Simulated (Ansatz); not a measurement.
## Dielectric function and optical constants of LiF (Griceite)

What colour and refractive index does LiF (Griceite) have at this level of theory?

Program: Ansatz 0.2.0. Level of theory: DFT, PBE, plane-wave PAW, default files, scalar-relativistic, independent-particle optical response without local fields. Values are calculated unless marked as measured.

**1. The starting structure**

Symmetry: Fm-3m, No. 225, cubic system. The conventional cell has a = 4.028 Å, b = 4.028 Å, c = 4.028 Å, α = 90.00°, β = 90.00°, γ = 90.00°. Nearest to F lie 6 Li at 2.01 Å. Li has 6 F at 2.01 Å nearest. Farther neighbours, and contacts between anions beyond the nearest, are not listed.

Coordinates:

```cif
data_structure
_symmetry_space_group_name_H-M 'Fm-3m'
_symmetry_Int_Tables_number 225
_cell_length_a 4.0280
_cell_length_b 4.0280
_cell_length_c 4.0280
_cell_angle_alpha 90.000
_cell_angle_beta 90.000
_cell_angle_gamma 90.000
_cell_volume 65.35
loop_
_atom_site_label
_atom_site_type_symbol
_atom_site_symmetry_multiplicity
_atom_site_Wyckoff_symbol
_atom_site_fract_x
_atom_site_fract_y
_atom_site_fract_z
_atom_site_occupancy
F1 F 4 b 0.50000 0.00000 0.00000 1
Li1 Li 4 a 0.00000 0.00000 0.00000 1
```

**2. Ground state and bands**

First the ground state: is it a metal or has it a gap?

This step: DFT, PBE, plane-wave PAW, default files, scalar-relativistic, ground state (Ansatz 0.2.0).

Contents of input.yaml:

```yaml
crystal:
  lattice:
    - [0.0, 2.014, 2.014]
    - [2.014, 0.0, 2.014]
    - [2.014, 2.014, 0.0]
  atoms:
    - { symbol: F, position: [0.5, 0.5, 0.5] }
    - { symbol: Li, position: [0.0, 0.0, 0.0] }
kpoints:
  mp_grid: { grid: [10, 10, 10] }
  band_path:
    path:
      - [[0.0, 0.0, 0.0], [0.5, 0.0, 0.5], [0.5, 0.25, 0.75], [0.375, 0.375, 0.75], [0.0, 0.0, 0.0], [0.5, 0.5, 0.5], [0.625, 0.25, 0.625], [0.5, 0.25, 0.75], [0.5, 0.5, 0.5], [0.375, 0.375, 0.75]]
      - [[0.625, 0.25, 0.625], [0.5, 0.0, 0.5]]
    npoints: 6
scf:
  occupations: { method: fermi_dirac, width: 0.05 }
  n_extra_bands: 6
hamiltonian:
  xc: pbe
  pseudopotentials: { kind: paw }
output:
  forces: true
  stress: true
  populations: true
  write_bands: true
  write_density: true
  write_potential: true
  elf: true
  volumetric_format: npy
```

Started as:

```console
$ ansatz run input.yaml --threads 4 --pin off --max-ram 8192MiB --backend cpu --events-out ev --progress --plain --runs-dir out
```

The log of the run:

```text
scf.n_extra_bands = 6 over 5 filled bands (N_el = 10.0): the run solves 11 bands
Engine: ansatz 0.2.0, x86_64-unknown-linux-gnu
Pseudopotentials: kind: paw
Pseudopotential: F, paw, valence charge 7, recommended cutoff 420 eV (normal), F.paw.azcp
Pseudopotential: Li, paw, valence charge 3, recommended cutoff 420 eV (normal), Li.paw.azcp
Functional definition: PBE
  parameter kappa = 0.804
  parameter beta = 0.066725
  exchange = pbe_x(kappa = kappa, mu = beta*pi^2/3)
  correlation = pbe_c(beta = beta)
Crystal: 2 atoms, lattice volume = 16.338 Å³
Basis set: ecut = 420 eV, 331 PW (Γ), exchange–correlation on 40×40×40 points (8 copies of the dense FFT grid, shifted against one another)
Bands: 11, of which v1, the nominal top of the filled ones, is band 5 counted from 1 (4 counted from 0)
Symmetry: 48 space group operations
Space group: Fm-3m (ITA 225), of the structure as read, at distance tolerance 2.5e-5 Å
k-points: 47 of 1000
Non-local potential: F, projectors of the file, l = 0: 2, l = 1: 2, l = 2: 1
Non-local potential: Li, projectors of the file, l = 0: 3, l = 1: 2, l = 2: 1
PAW form: soft (Blöchl's): semilocal exchange-correlation on the pseudo side does not see the compensation charge
PAW one-centre angular grid: F, 110 points (default); XC on 64 Gauss nodes
PAW one-centre angular grid: Li, 110 points (default); XC on 64 Gauss nodes
Initial density: superposition of atomic densities (neutral atoms: chi_scale 0, normalization atom), corrected by the library's trained network
Initial wavefunctions: pseudopotential atomic-orbital guess
Functional: x = pbe(κ = 0.804, μ = 0.219515), c = pbe(β = 0.066725)
SCF iter   1: F=—  HF=-1016.167624 eV  |F-HF|=—  |Δ(HF+E_count)|=         —  Δρ=8.75e-4  dr2=5.84e-5  ethr=1.77e-3  ⟨swp⟩=5.3  Hψ=3009  notcnv=0  defer=18
preconditioner: auto → none  [insulator: Δε(μ)=9.078 eV  Ē_g=26.321 eV  σ=0.050 eV  W_gap=1.00  n_scr=0 (ndim 8)  ℏωp=26.0 eV  f_vac=0.000  D(μ)=0.00/eV (n_scr^D=0)  ε∞_Penn≈2.0]
SCF iter   2: F=—  HF=-1016.167605 eV  |F-HF|=—  |Δ(HF+E_count)|=   1.92e-5  Δρ=1.34e-3  dr2=1.79e-4  ethr=5.84e-7  ⟨swp⟩=2.1  Hψ=1047  notcnv=0  defer=36
SCF iter   3: F=—  HF=-1016.167574 eV  |F-HF|=—  |Δ(HF+E_count)|=   3.14e-5  Δρ=6.46e-4  dr2=4.21e-5  ethr=5.84e-7  ⟨swp⟩=2.3  Hψ=601  notcnv=0  defer=36
SCF iter   4: F=—  HF=-1016.167585 eV  |F-HF|=—  |Δ(HF+E_count)|=   1.15e-5  Δρ=1.87e-4  dr2=3.03e-6  ethr=4.21e-7  ⟨swp⟩=2.4  Hψ=609  notcnv=0  defer=36
SCF iter   5: F=—  HF=-1016.167589 eV  |F-HF|=—  |Δ(HF+E_count)|=   3.34e-6  Δρ=1.64e-4  dr2=2.89e-6  ethr=3.03e-8  ⟨swp⟩=1.2  Hψ=462  notcnv=0  defer=36
SCF iter   6: F=—  HF=-1016.167588 eV  |F-HF|=—  |Δ(HF+E_count)|=   5.98e-7  Δρ=8.12e-5  dr2=7.16e-7  ethr=2.89e-8  ⟨swp⟩=1.0  Hψ=445  notcnv=0  defer=36
SCF iter   7: F=-1016.167588 eV  HF=-1016.167588 eV  |F-HF|=3.26e-8  |Δ(HF+E_count)|=   2.12e-7  Δρ=1.86e-5  dr2=3.75e-8  ethr=1.00e-9  ⟨swp⟩=6.9  Hψ=2693  notcnv=0
SCF 1 converged in 7 iterations: F = -1016.167588 eV  dr2 = 3.75e-8
  greatest PAW one-centre occupation: 1.000 electrons in one spin orbital (limit 2), on the Li atom at site 1 (counted from 0), in its partial waves of l = 0
NSCF: frozen V_eff on 62 k-points
SCF converged after 7 iterations
Free energy (F): -1016.167588 eV
Harris-Foulkes:  -1016.167588 eV  (|F-HF|=3.26e-8)
Internal energy: -1016.167588 eV  (E = F + TS)
E sigma→0 (E₀):  -1016.167588 eV
Fermi energy:    5.638276 eV
--- Per-component energies (eV) ---
  E_band       = -117.693375
  E_kinetic    = 230.620010
  E_local      = -640.973356  (includes V_loc(G=0)·N_el)
  E_nonlocal   = 40.381560
  E_hartree    = 224.579233
  E_xc         = -91.833923
  E_vxc        = -117.800865  (∫ρ·V_xc dr)
  E_paw        = -221.813643  (= ΣΔE_a)
  E_vpaw       = -79.076106  (= ΣTr[D̂ρ^β])
  E_aug_tail   = 0.002217  (compensation charges beyond the density's cutoff)
  E_ewald      = -557.129686
  E_smearing   = -0.000000  (= −TS)
  E_closure    = 0.000000  (closes the sum)
  Σ components = -1016.167588   (vs F -1016.167588, Δ=0.00e0)
--- Forces (eV/Å), atoms counted from 1 ---
  atom   1  F      0.00000000     0.00000000     0.00000000
  atom   2  Li    -0.00000000     0.00000000     0.00000000
  max |Σ_I F_I| component: 3.86e-29 eV/Å
--- Stress (GPa, compression-positive) ---
        2.120211      -0.000000       0.000000
        0.000000       2.120211      -0.000000
       -0.000000       0.000000       2.120211
  P = ⅓ Tr σ = 2.1202 GPa (21.202 kbar)
--- Band table (eV; the first three rows and the last of 47) ---
  k-point 0: bands = [... 1 lower, -18.9697, 0.9979, 0.9979, 0.9979, 10.0871, 24.9531, 24.9531, 24.9531, ... 2 higher]
  k-point 1: bands = [... 1 lower, -18.9311, 0.7104, 0.9751, 0.9751, 10.3803, 22.2914, 23.7120, 23.7120, ... 2 higher]
  k-point 2: bands = [... 1 lower, -18.8276, 0.0213, 0.9169, 0.9169, 11.0347, 19.8263, 22.2242, 22.2242, ... 2 higher]
  k-point 46: bands = [... 1 lower, -18.2981, -1.3722, -0.7583, 0.1841, 15.9411, 16.2642, 18.4474, 20.3414, ... 2 higher]
--- Löwdin populations: 2 sites ---
  site symbol       q [e]
     0      F      7.7256
     1     Li      2.2178
  spilling = 0.005656 (of n_electrons = 10.000000)
```

The job ended after 0.26 s (4 threads of Intel Xeon 6975P-C (Granite Rapids), shared host; peak memory 0.32 GiB).

The column dr2 measures how far the density is from self-consistency, as an energy; F and HF (Harris–Foulkes) agree once it is small.

Read from the output:

| Property | Result |
| --- | --- |
| free energy | -1016.1676 eV |
| Fermi energy | 5.638 eV |
| gap by band count | 9.089 eV |
| electrons | 10 |
| symmetry operations | 48 |
| pressure | 2.120 GPa |
| gap on the k-mesh | 9.089 eV |
| volume | 16.34 Å³ |
| gap on the path | 9.088 eV |
| least direct gap on the path | 9.089 eV |

There is a gap, 9.09 eV on the path, so no carriers' term is needed. The cell is left with a pressure of 2.1 GPa, as it stands unrelaxed at this level.

Electronic bands along the path, in eV, zero at the Fermi level; v1 is the highest filled band, c1 the lowest empty one:

```csv
point,v3,v2,v1,c1,c2,c3
Γ,-4.64,-4.64,-4.64,4.45,19.32,19.32
halfway,-6.07,-5.15,-5.15,6.78,14.13,15.10
X,-7.64,-5.64,-5.64,10.18,11.86,12.81
halfway,-7.38,-5.97,-5.54,10.21,11.09,12.81
W,-6.71,-6.71,-5.43,10.43,10.43,12.81
halfway,-7.02,-6.35,-5.41,10.16,10.30,13.33
K,-7.13,-6.20,-5.37,9.86,10.28,13.79
halfway,-6.14,-5.40,-4.72,6.45,12.34,15.29
Γ,-4.64,-4.64,-4.64,4.45,19.32,19.32
halfway,-6.01,-4.76,-4.76,5.71,13.31,15.92
L,-7.16,-4.87,-4.87,6.16,12.10,14.27
halfway,-7.01,-5.67,-5.05,7.51,11.27,14.39
U,-7.13,-6.20,-5.37,9.86,10.28,13.79
halfway,-7.02,-6.35,-5.41,10.16,10.30,13.33
W,-6.71,-6.71,-5.43,10.43,10.43,12.81
halfway,-6.96,-5.86,-5.12,7.89,11.11,14.33
L,-7.16,-4.87,-4.87,6.16,12.10,14.27
halfway,-7.01,-5.67,-5.05,7.51,11.27,14.39
K,-7.13,-6.20,-5.37,9.86,10.28,13.79
jump to U,-7.13,-6.20,-5.37,9.86,10.28,13.79
halfway,-7.51,-5.81,-5.56,10.20,11.20,13.04
X,-7.64,-5.64,-5.64,10.18,11.86,12.81
```

The electronic bands as a text plot (rows in eV, shown from -7.6 to 10.4 only):

```
   10.1 |        +++++++++                     +++++         ++++
    9.3 |       +                             +
    8.6 |     ++          +                  +      +       +
    7.8 |                  ++               +        +     +
    7.1 |    +                             +          +   +
    6.3 |                    ++        ++++            +++
    5.6 |  ++                  +      +
    4.8 |++                     ++++++
    4.0 |
    3.3 |
    2.5 |
    1.8 |
    1.0 |
    0.3 |
   -0.5 |
   -1.2 |
   -2.0 |
   -2.7 |
   -3.5 |
   -4.2 |
   -5.0 |*****           ***********************    **********
   -5.8 |    ************  *****      *     **  **** **    ** ***
   -6.5 |     **    ***********        *      *******        *
   -7.3 |       ****** ***              **********   ************
         Γ       X    W  K        Γ      L     U  W     L   K|U X
```

Electrostatic potential energy in the ac plane of the conventional cell at fractional y = 0.000, with atoms of F and Li within 0.2 Å of it. With pseudopotentials it is smooth inside the atoms' cores, unlike the true potential.

Ten even steps from '0' (-39 eV) to '9' (7 eV), each cell a mean:
```
24799400169863
56899743599986
89999998999998
99999999999999
57999876799996
02799643579951
00598521369830
01698632479940
35999865689974
89999988999999
99999999999999
67999965799987
35799510279964
13698300059852
```

Valence density in the ac plane of the conventional cell at fractional y = 0.000, with atoms of F and Li within 0.2 Å of it. It is the smooth field of the valence electrons, not physical close to the nuclei.

Ten even steps from '_' (0 e/Å³) to '@' (13 e/Å³), each cell a mean:
```
==..______::**##==..______::
____________::::..__________
____________________________
____________________________
..________________________..
++--________..::..______..==
@@++..______==**::______::##
##==..______::==..______::**
::..______________________::
____________________________
____________________________
____________....____________
::..______..==++--________..
**::______::##@@++..______==
```

**3. Spectrum**

The spectrum is a sum over vertical transitions between filled and empty bands at the fixed density, so many empty bands are needed.

This step: DFT, PBE, plane-wave PAW, default files, scalar-relativistic, independent-particle optical response without local fields (Ansatz 0.2.0).

input.yaml, the sections that differ from step 2:

```yaml
kpoints:
  mp_grid: { grid: [10, 10, 10] }
scf:
  occupations: { method: fixed }
output:
  optics:
    e_range: [0, 22]
    de: 0.05
    sigma: 0.2
    nscf_kmesh: { grid: [16, 16, 16] }
    bands: { spectra_wanted_up_to: 22 }
# crystal, hamiltonian: as in step 2
```

The log of the run:

```text
[...]
Crystal: 2 atoms, lattice volume = 16.338 Å³
Basis set: ecut = 420 eV, 331 PW (Γ)
Bands: 9, of which v1, the nominal top of the filled ones, is band 5 counted from 1 (4 counted from 0)
Symmetry: 48 space group operations
[...]
k-points: 47 of 1000
[...]
SCF iter   1: F=—  HF=-1016.167638 eV  |F-HF|=—  |Δ(HF+E_count)|=         —  Δρ=6.08e-4  dr2=1.78e-5  ethr=1.77e-3  ⟨swp⟩=3.9  Hψ=2392  notcnv=0  defer=72
[...]
SCF iter  10: F=-1016.167579 eV  HF=-1016.167579 eV  |F-HF|=4.55e-13  |Δ(HF+E_count)|=  2.94e-11  Δρ=2.59e-8  dr2=7.16e-14  ethr=1.00e-12  ⟨swp⟩=2.1  Hψ=1801  notcnv=0
SCF 1 converged in 10 iterations: F = -1016.167579 eV  dr2 = 7.16e-14
[...]
NSCF: frozen V_eff on 145 k-points
output.optics: what the bands over the 15 summed would add to eps1, eps2 and the energy-loss function is held between a lower and an upper bound (6 Lanczos steps). eps1, eps2 and their loss function (loss_summed_bands) are given on every row as the summed bands alone make them. Along an axis, on a row where the two bounds hold the loss function to about 1 % of the greater of itself and 0.5 % of |1/eps|, its cell (loss_completed) is given, with the completed eps1 and eps2 that it is formed of (a cell that is left empty reads nan in the table and null in the record). The two bounds hold it so along every axis on all 441 rows up to 22.000 eV. [rest of the remark cut]
SCF converged after 10 iterations
Free energy (F): -1016.167579 eV
[...]
Internal energy: -1016.167579 eV  (E = F + TS)
E sigma→0 (E₀):  -1016.167579 eV
Fermi energy:    0.997888 eV
[...]
--- Band table (eV; the first three rows and the last of 47) ---
[...]
```

Elapsed: 1.5 s, on 4 threads; peak memory 0.53 GiB.

Read-outs:

* electronic dielectric constant ε∞, mean of the axes: 2.087
* absorption onset, first axis (α over 10⁴ cm⁻¹, or the direct gap if that lies higher): 9.089 eV
* main peak of Im epsilon, first axis: 19.52 eV
* least direct gap on the mesh: 9.089 eV
* bands summed: 15
* spectra valid up to: 30.88 eV
* program's estimate of the k-sum error in Im epsilon: 0.09 %
* electrons in the f-sum: 5.183

The Im ε, any direction has structure finer than the step of the table below, so its rows give means over 1 eV. Peaks (eV: height): 11.2: 2.78, 17.1: 3.12, 19.5: 4.07, 21.0: 3.17.

The Im ε, any direction by photon energy; means over each step:

```csv
photon energy (eV),"Im ε, any direction"
8,0
9,0.148
10,0.821
11,2.13
12,2.17
13,1.50
14,1.01
15,0.587
16,0.782
17,2.07
18,0.993
19,2.16
20,3.19
21,2.84
```

Re ε, any direction against photon energy:

```csv
photon energy (eV),"Re ε, any direction"
0,2.09
1,2.09
2,2.11
3,2.13
4,2.17
5,2.22
6,2.30
7,2.42
8,2.62
9,3.14
10,3.39
11,3.69
12,1.65
13,1.29
14,1.28
15,1.55
16,2.48
17,2.55
18,1.58
19,2.95
20,0.334
21,-0.131
22,-1.04
```

Table of refractive index n and extinction k by photon energy:

```csv
photon energy (eV),n,k
0,1.44,0
1,1.45,0
2,1.45,0
3,1.46,0
4,1.47,0
5,1.49,0
6,1.52,0
7,1.56,0
8,1.62,0
9,1.77,0.0159
10,1.86,0.219
11,2.00,0.577
12,1.48,0.731
13,1.28,0.582
14,1.21,0.419
15,1.27,0.232
16,1.60,0.273
17,1.80,0.839
18,1.29,0.300
19,1.78,0.469
20,1.32,1.19
21,1.23,1.29
22,0.293,1.06
```

Values under 1 per cm are given as 1. Absorption coefficient, any direction against photon energy:

photon energy (eV), log10 absorption coefficient, any direction (1/cm) and a bar:
```
     0.00        0.0 
     1.00        0.0 
     2.00        0.0 
     3.00        0.0 
     4.00        0.0 
     5.00        0.0 
     6.00        0.0 
     7.00        0.0 
     8.00        0.0 
     9.00        4.2 ###################
    10.00        5.3 #########################
    11.00        5.8 ###########################
    12.00        5.9 ############################
    13.00        5.9 ###########################
    14.00        5.8 ###########################
    15.00        5.5 ##########################
    16.00        5.6 ##########################
    17.00        6.2 #############################
    18.00        5.7 ###########################
    19.00        6.0 ############################
    20.00        6.4 ##############################
    21.00        6.4 ##############################
    22.00        6.4 ##############################
```

(Continued in part 2 of 2.)

[Long decimals in the printed logs are rounded to 6 places.]

[Logs are printed without paths, hosts, clocks, repeated set-up lines and the standing remarks that a program may print on its own settings, such as how far it seeks lower states.]

[Hosts, paths, dates, database ids (printed as entryN), source tags and the programs' standing remarks are cut or masked in the printed files.]

[Where the starting crystal was built by hand or by swapping elements, it need not be the compound's stable phase.]

[The count of steps not shown may lack steps that the program refused or didn't finish.]
